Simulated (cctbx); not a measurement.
# What resolution and counting buy: DyScOs

Space group P-62m (no. 189), a = 7.3820 Å, b = 7.3820 Å, c = 3.9100 Å, α = 90.00°, β = 90.00°, γ = 120.00°.

| atom | mult. | x | y | z | Ueq (Å²) |
| --- | --- | --- | --- | --- | --- |
| Os1 | 2 | 2/3 | 1/3 | 0 | 0.0058 |
| Os2 | 1 | 0 | 0 | 1/2 | 0.0048 |
| Dy1 | 3 | 0 | 0.5890 | 1/2 | 0.0047 |
| Sc1 | 3 | 0 | 0.2490 | 0 | 0.0127 |

The model is made up (kin elements in a known structure type, no relaxation), so it says nothing on whether the phase exists.

Five simulated data sets (cctbx; Ag Kα, λ = 0.56087 Å; 6 % proportional error) differ in resolution or exposure (noise floor 8 counts in the first three, 8 in the last two). Each is refined with the right model, isotropic at 1.1 Å and anisotropic otherwise. How do the figures of merit and the uncertainties move?

```
d min (Å)  top counts  ⟨I/σ⟩ (unmerged, absences included)  unique  param. (scale apart)   Rint      R1  GooF  largest s.u. xyz (fractional)  s.u. U of Sc1 (Å²)  largest error (Å)
      1.1        5000                                 11.0      71                     6  0.051  0.0154  0.88                        0.00091              0.0022             0.0131
     0.84        5000                                 10.2     142                    12  0.055  0.0169  0.89                        0.00062              0.0028             0.0022
      0.6        5000                                  8.2     359                    12  0.068  0.0241  0.99                        0.00044              0.0013             0.0005
     0.75         300                                  2.0     190                    12  0.298  0.0815  1.00                        0.00327              0.0144             0.0097
     0.75        3000                                  8.0     190                    12  0.072  0.0258  1.00                        0.00076              0.0030             0.0035
```

The number of reflections grows roughly as 1/d³: 71, 142 and 359 here. R1 follows the noise rather than the truth: at 300 counts it is 0.0815, at 3000 counts 0.0258, while GooF is 1.00 and 1.00: the weights 1/σ² carry the noise. The s.u. of U (U11 where anisotropic) for Sc1 goes 0.0022, 0.0028, 0.0013 Å² with resolution and 0.0144, 0.0030 Å² with exposure.

Hardware for the 0.6 Å refinement: 0.37 s on 1 thread of Arm Neoverse V2, on a shared host, peak memory 0.09 GiB.

[Logs are printed without paths, hosts, clocks, repeated set-up lines and the standing remarks that a program may print on its own settings, such as how far it seeks lower states.]
